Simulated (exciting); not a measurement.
# O K-edge absorption of MgO (Periclase), all-electron BSE, part 2 of 2

How far do the exchange and direct terms reshape the O K edge of MgO (Periclase)?

exciting sodium; X-ray absorption, core-level Bethe-Salpeter equation, exchange and statically screened direct term, Tamm-Dancoff, all-electron LAPW+lo PBEsol.

So far. Step 3 (A richer basis for the empty states): Against the first ground state the total energy moves by -10 meV an atom and the gap by -0.01 eV. Step 4 (Screening, kernels and BSE for O atom 2): Maxima (height): 2.3 eV (1.00) and 11.2 eV (0.35).

The database entry behind the starting cell differs from later determinations by our own check (about 0.1 % long), so it need not match the best structure at ambient conditions.

## 5. Independent particles

Level of this step: X-ray absorption, independent-particle transitions from Dirac core states to Kohn-Sham bands, all-electron LAPW+lo PBEsol (exciting).

Contents of input.xml:

```
<input>
  <title>MgO</title>
  <structure speciespath="." autormt="false" epslat="1.0e-5">
    <crystal>
      <basevect>0.0000000000 3.9844875330 3.9844875330</basevect>
      <basevect>3.9844875330 0.0000000000 3.9844875330</basevect>
      <basevect>3.9844875330 3.9844875330 0.0000000000</basevect>
    </crystal>
    <species speciesfile="Mg.xml" rmt="2.240">
      <atom coord="0.0000000000 0.0000000000 0.0000000000"/>
    </species>
    <species speciesfile="O.xml" rmt="1.625">
      <atom coord="0.5000000000 0.5000000000 0.5000000000"/>
    </species>
  </structure>
  <groundstate do="skip" xctype="GGA_PBE_SOL" ngridk="6 6 6" rgkmax="7" gmaxvr="14" nempty="8" swidth="0.001" maxscl="100" epsengy="1e-5"/>
  <xs xstype="BSE" ngridk="6 6 6" ngridq="6 6 6" vkloff="0.097 0.273 0.493" rgkmax="7" nempty="14" gqmax="3" lmaxapwwf="5" lmaxemat="2" broad="0.01654" tevout="true">
    <energywindow intv="18.155 19.772" points="439"/>
    <screening screentype="full" nempty="28"/>
    <BSE xas="true" xasspecies="2" xasatom="1" xasedge="K" bsetype="IP" nstlxas="1 10"/>
    <qpointset>
      <qpoint>0 0 0</qpoint>
    </qpointset>
    <plan>
      <doonly task="bse"/>
    </plan>
  </xs>
</input>
```

The run is started by

```console
$ OMP_NUM_THREADS=4 exciting
```

Numbers of over 12 decimals in the logs are rounded to 6 here.

Log:

```text
| EXCITING SODIUM started for task bse ( 445)                                  =
Info(bselauncher): Init time:    0.317324
Info(bselauncher): Setting up and diagonalizing BSE Hamiltonian.
Info(bselauncher): Using momentum transfer vectors from list :   1 to  1
Info(bselauncher): Distributing qmt-points over   1 processes.
Info(bselauncher): BSE type: IP
Info(bselauncher): Momentum transfer list index: iqmt=  1
Info(bselauncher): Momentum transfer: vqmtl=   0.000   0.000   0.000
Info(bse): Inspecting occupations...
Info(setranges_modxs): Number of non-reduced k-points:      216
[...]
highest unoccupied state:  18
  Opening gap with a scissor of:      0.000/H      0.000/eV
Info(select_transitions): Number of participating transitions:    4320
Info(bse): Selecting transitions...
Info(bse):bsegap (eV):   506.370766
Info(bse): IP requested, nothing much to do
Info(bse): Writing excition energies and oscillator strengths to text file.
Info(makespectrum_dist): Making spectrum using formula for coupling with time reversed AR basis.
Info(makespectrum_dist): Using formalism for vanishing momentum transfer.
Info(writederived): Writing quantities derived from the macroscopic dielectric function.
Info(bselauncher): Spectrum finished for iqmt=  1
Info(bselauncher): All done for BSE type IP
```

Run time: 1.5 s. Hardware: 4 threads of Arm Neoverse V1, shared host.

Maxima (height): 7.4 eV (1.08), 12.7 eV (0.39) and 14.0 eV (0.35). Against the singlet run the r.m.s. difference is 97 %. Moving the earlier curve by +4.5 eV leaves 43 %. The highest maximum lies at 7.4 eV (1.08), against 2.3 eV (1.00).

## 6. Exchange alone

input.xml: that of step 5 with these lines changed.

```diff
@@ -19,3 +19,3 @@
     <screening screentype="full" nempty="28"/>
-    <BSE xas="true" xasspecies="2" xasatom="1" xasedge="K" bsetype="IP" nstlxas="1 10"/>
+    <BSE xas="true" xasspecies="2" xasatom="1" xasedge="K" bsetype="RPA" nstlxas="1 10"/>
     <qpointset>
```

The run is started by

```console
$ OMP_NUM_THREADS=4 exciting
```

Log:

```text
| EXCITING SODIUM started for task bse ( 445)                                  =
Info(bselauncher): Init time:    0.315792
Info(bselauncher): Setting up and diagonalizing BSE Hamiltonian.
Info(bselauncher): Using momentum transfer vectors from list :   1 to  1
Info(bselauncher): Distributing qmt-points over   1 processes.
Info(bselauncher): BSE type: RPA
Info(bselauncher): Momentum transfer list index: iqmt=  1
Info(bselauncher): Momentum transfer: vqmtl=   0.000   0.000   0.000
Info(bse): Inspecting occupations...
Info(setranges_modxs): Number of non-reduced k-points:      216
[...]
Info(setup_bse_block): Setting up RR part of hamiltonian
Info(setup_bse_block): Using RPA approximation
Info(bse): Diagonalizing RR Hamiltonian (TDA)
Info(bse): Invoking Lapack routine ZHEEVR
      4320 eigen solutions found in the interval:
         i1=       1 i2=    4320
Info(bse): Writing excition energies and oscillator strengths to text file.
Info(makespectrum_dist): Making spectrum using formula for coupling with time reversed AR basis.
Info(makespectrum_dist): Using formalism for vanishing momentum transfer.
Info(writederived): Writing quantities derived from the macroscopic dielectric function.
Info(bselauncher): Spectrum finished for iqmt=  1
Info(bselauncher): All done for BSE type RPA
```

The job ended after 40 s (4 threads).

Maxima (height): 7.5 eV (1.07), 12.7 eV (0.39) and 14.0 eV (0.36). Against the independent-particle run the r.m.s. difference is 5 %.

## 7. Local-field cutoff

Changed against the first singlet run: cutoff of the kernels (bohr⁻¹) from 3 to 1.5.

input.xml: that of step 6 with these lines changed.

```diff
@@ -16,6 +16,6 @@
   <groundstate do="skip" xctype="GGA_PBE_SOL" ngridk="6 6 6" rgkmax="7" gmaxvr="14" nempty="8" swidth="0.001" maxscl="100" epsengy="1e-5"/>
-  <xs xstype="BSE" ngridk="6 6 6" ngridq="6 6 6" vkloff="0.097 0.273 0.493" rgkmax="7" nempty="14" gqmax="3" lmaxapwwf="5" lmaxemat="2" broad="0.01654" tevout="true">
+  <xs xstype="BSE" ngridk="6 6 6" ngridq="6 6 6" vkloff="0.097 0.273 0.493" rgkmax="7" nempty="14" gqmax="1.5" lmaxapwwf="5" lmaxemat="2" broad="0.01654" tevout="true">
     <energywindow intv="18.155 19.772" points="439"/>
     <screening screentype="full" nempty="28"/>
-    <BSE xas="true" xasspecies="2" xasatom="1" xasedge="K" bsetype="RPA" nstlxas="1 10"/>
+    <BSE xas="true" xasspecies="2" xasatom="1" xasedge="K" bsetype="singlet" nstlxas="1 10"/>
     <qpointset>
@@ -24,3 +24,6 @@
     <plan>
-      <doonly task="bse"/>
+      <doonly task="xsgeneigvec"/>
+      <doonly task="screen"/>
+      <doonly task="scrcoulint"/>
+      <doonly task="exccoulint"/>
     </plan>
```

Contents of input.xml for the last start (plan only):

```
  <plan>
    <doonly task="bse"/>
  </plan>
```

The run is started by

```console
$ OMP_NUM_THREADS=1 mpirun -n 4 exciting
$ OMP_NUM_THREADS=4 exciting
```

Log:

```text
| EXCITING SODIUM started for task xsgeneigvec ( 301)                          =
One-shot GS runs for BSE calculations
One-shot GS runs for k+qmt/2 grids
Info(xsgeneigvec): Generating eigenvectors for Q-point      1
Info(xsgeneigvec): Generation of eigenvectors finished
| EXCITING SODIUM started for task screen ( 430)                               =
Info(screenlauncher): Calculating screening for unshifted q-grid.
Info(screenlauncher): Number of q points:      16
Info(screenlauncher): lowest (partially)  unoccupied state:      9
[...]
Info(setup_bse_block): Setting up RR part of hamiltonian
Info(setup_bse_block): Singlet spin state
Info(bse): Diagonalizing RR Hamiltonian (TDA)
Info(bse): Invoking Lapack routine ZHEEVR
      4320 eigen solutions found in the interval:
         i1=       1 i2=    4320
Info(bse): Writing excition energies and oscillator strengths to text file.
Info(makespectrum_dist): Making spectrum using formula for coupling with time reversed AR basis.
Info(makespectrum_dist): Using formalism for vanishing momentum transfer.
Info(writederived): Writing quantities derived from the macroscopic dielectric function.
Info(bselauncher): Spectrum finished for iqmt=  1
Info(bselauncher): All done for BSE type singlet
```

Elapsed: 3.9 min, on 4 MPI ranks.

Wall time by task: xsgeneigvec 3.1 s, screen 38 s, scrcoulint 2.2 min, exccoulint 18 s, bse 40 s.

These settings are cheaper. Against the singlet run the r.m.s. difference is 10 %. The highest maximum lies at 2.6 eV (1.00), against 2.3 eV (1.00). The kernels miss the short-range part of the Coulomb interaction, its components above their cutoff.

```csv
E (eV),first run,this run
-3.0,0.03,0.02
-2.0,0.04,0.04
-1.0,0.08,0.07
0.0,0.26,0.21
1.0,0.74,0.60
2.0,0.98,0.92
3.0,0.90,0.96
4.0,0.68,0.75
5.0,0.60,0.65
6.0,0.31,0.34
7.0,0.18,0.19
8.0,0.11,0.12
9.0,0.10,0.10
10.0,0.15,0.15
11.0,0.34,0.34
12.0,0.23,0.24
13.0,0.17,0.17
14.0,0.12,0.13
15.0,0.12,0.12
16.0,0.14,0.15
17.0,0.12,0.13
```

## 8. Shipped basis

Changed against the first singlet run: added local orbitals (Ha) from 0.9 to none.

input.xml: that of step 7 with these lines changed.

```diff
@@ -16,4 +16,4 @@
   <groundstate do="skip" xctype="GGA_PBE_SOL" ngridk="6 6 6" rgkmax="7" gmaxvr="14" nempty="8" swidth="0.001" maxscl="100" epsengy="1e-5"/>
-  <xs xstype="BSE" ngridk="6 6 6" ngridq="6 6 6" vkloff="0.097 0.273 0.493" rgkmax="7" nempty="14" gqmax="1.5" lmaxapwwf="5" lmaxemat="2" broad="0.01654" tevout="true">
-    <energywindow intv="18.155 19.772" points="439"/>
+  <xs xstype="BSE" ngridk="6 6 6" ngridq="6 6 6" vkloff="0.097 0.273 0.493" rgkmax="7" nempty="14" gqmax="3" lmaxapwwf="5" lmaxemat="2" broad="0.01654" tevout="true">
+    <energywindow intv="18.157 19.774" points="439"/>
     <screening screentype="full" nempty="28"/>
@@ -25,2 +25,5 @@
       <doonly task="xsgeneigvec"/>
+      <doonly task="writepmatxs"/>
+      <doonly task="scrgeneigvec"/>
+      <doonly task="scrwritepmat"/>
       <doonly task="screen"/>
```

Contents of input.xml for the last start (plan only):

```
  <plan>
    <doonly task="bse"/>
  </plan>
```

Log:

```text
| EXCITING SODIUM started for task xsgeneigvec ( 301)                          =
One-shot GS runs for BSE calculations
One-shot GS runs for k+qmt/2 grids
Info(xsgeneigvec): Generating eigenvectors for Q-point      1
Info(xsgeneigvec): Generation of eigenvectors finished
| EXCITING SODIUM started for task writepmatxs ( 320)                          =
Info(writepmatxs): Momentum matrix elements finished
| EXCITING SODIUM started for task scrgeneigvec ( 401)                         =
One-shot GS runs for BSE calculations
One-shot GS runs for k+qmt/2 grids
[...]
Info(setup_bse_block): Setting up RR part of hamiltonian
Info(setup_bse_block): Singlet spin state
Info(bse): Diagonalizing RR Hamiltonian (TDA)
Info(bse): Invoking Lapack routine ZHEEVR
      4320 eigen solutions found in the interval:
         i1=       1 i2=    4320
Info(bse): Writing excition energies and oscillator strengths to text file.
Info(makespectrum_dist): Making spectrum using formula for coupling with time reversed AR basis.
Info(makespectrum_dist): Using formalism for vanishing momentum transfer.
Info(writederived): Writing quantities derived from the macroscopic dielectric function.
Info(bselauncher): Spectrum finished for iqmt=  1
Info(bselauncher): All done for BSE type singlet
```

The job ended after 7.9 min (4 MPI ranks).

The spectrum differs from the singlet run by 5 % r.m.s. The first bright state moves from -0.10 to -0.03 eV. The lowest bare transition of this run lies at 0.43 eV, against 0.36. The linearised basis grows poor far above its energy parameter.

```csv
E (eV),first run,this run
-3.0,0.03,0.02
-2.0,0.04,0.04
-1.0,0.08,0.07
0.0,0.26,0.23
1.0,0.74,0.69
2.0,0.98,0.95
3.0,0.90,0.88
4.0,0.68,0.66
5.0,0.60,0.57
6.0,0.31,0.31
7.0,0.18,0.17
8.0,0.11,0.11
9.0,0.10,0.09
10.0,0.15,0.13
11.0,0.34,0.30
12.0,0.23,0.22
13.0,0.17,0.15
14.0,0.12,0.11
15.0,0.12,0.10
16.0,0.14,0.12
17.0,0.12,0.11
```

## 9. The levels of theory side by side

```csv
level,curve passes 0.15 (eV),highest maximum (eV),its height
IP,2.8,7.4,1.08
RPA,2.9,7.5,1.07
singlet,-0.4,2.3,1.00
```

```csv
E (eV),IP,RPA,singlet
-3.0,0.01,0.01,0.03
-2.0,0.01,0.01,0.04
-1.0,0.01,0.01,0.08
0.0,0.02,0.02,0.26
1.0,0.04,0.04,0.74
2.0,0.09,0.09,0.98
3.0,0.17,0.16,0.90
4.0,0.27,0.26,0.68
5.0,0.40,0.37,0.60
6.0,0.47,0.44,0.31
7.0,0.95,0.89,0.18
8.0,0.80,0.84,0.11
9.0,0.30,0.32,0.10
10.0,0.16,0.16,0.15
11.0,0.15,0.15,0.34
12.0,0.29,0.29,0.23
13.0,0.37,0.37,0.17
14.0,0.35,0.36,0.12
15.0,0.23,0.23,0.12
16.0,0.17,0.17,0.14
17.0,0.21,0.21,0.12
```

## 10. Outcome

```yaml
absorber_and_edge: O K, atom 2
surroundings: 6 Mg at 2.11 Å (octahedral, site symmetry m-3m)
first_bright_state: -0.10 eV from the Kohn–Sham onset, on this mesh
highest_maximum: 2.3 eV
cost_of_the_bse_run: 8.4 min on 4 MPI ranks of Arm Neoverse V1, shared host; the last task ran on as many threads
```

What this shows: Is a core exciton bound? Undecided on this mesh: the first bright state (over 5 % of the brightest) lies at -0.10 eV from the Kohn–Sham onset and at -0.46 eV from the lowest bare transition of its own mesh; weaker or dark states reach down to -0.67 eV. Changing the added local orbitals (Ha) from 0.9 to none alters the spectrum by 5 % r.m.s. Exchange alone changes the independent-particle spectrum by 5 % r.m.s. With 216 k points the binding energies are rough. The kernel cutoff is low for a compact core orbital, so the effect of exchange is a lower bound. The zero comes from the unshifted 6×6×6 ground-state mesh; it is exact only where the band minimum lies on that mesh. The Kohn–Sham onset, 506 eV, is no photon energy: the scale needs a rigid shift. Bands and screening come from semilocal DFT, whose small gap overscreens. Vibrations and energy-dependent lifetimes are left out. The structure is a published determination, not relaxed.

[Banner, clock and machine lines of the logs are left out without a mark of their own.]

[Logs are printed without paths, hosts, clocks, repeated set-up lines and the standing remarks that a program may print on its own settings, such as how far it seeks lower states.]

[Hosts, paths, dates, database ids (printed as entryN), source tags and the programs' standing remarks are cut or masked in the printed files.]
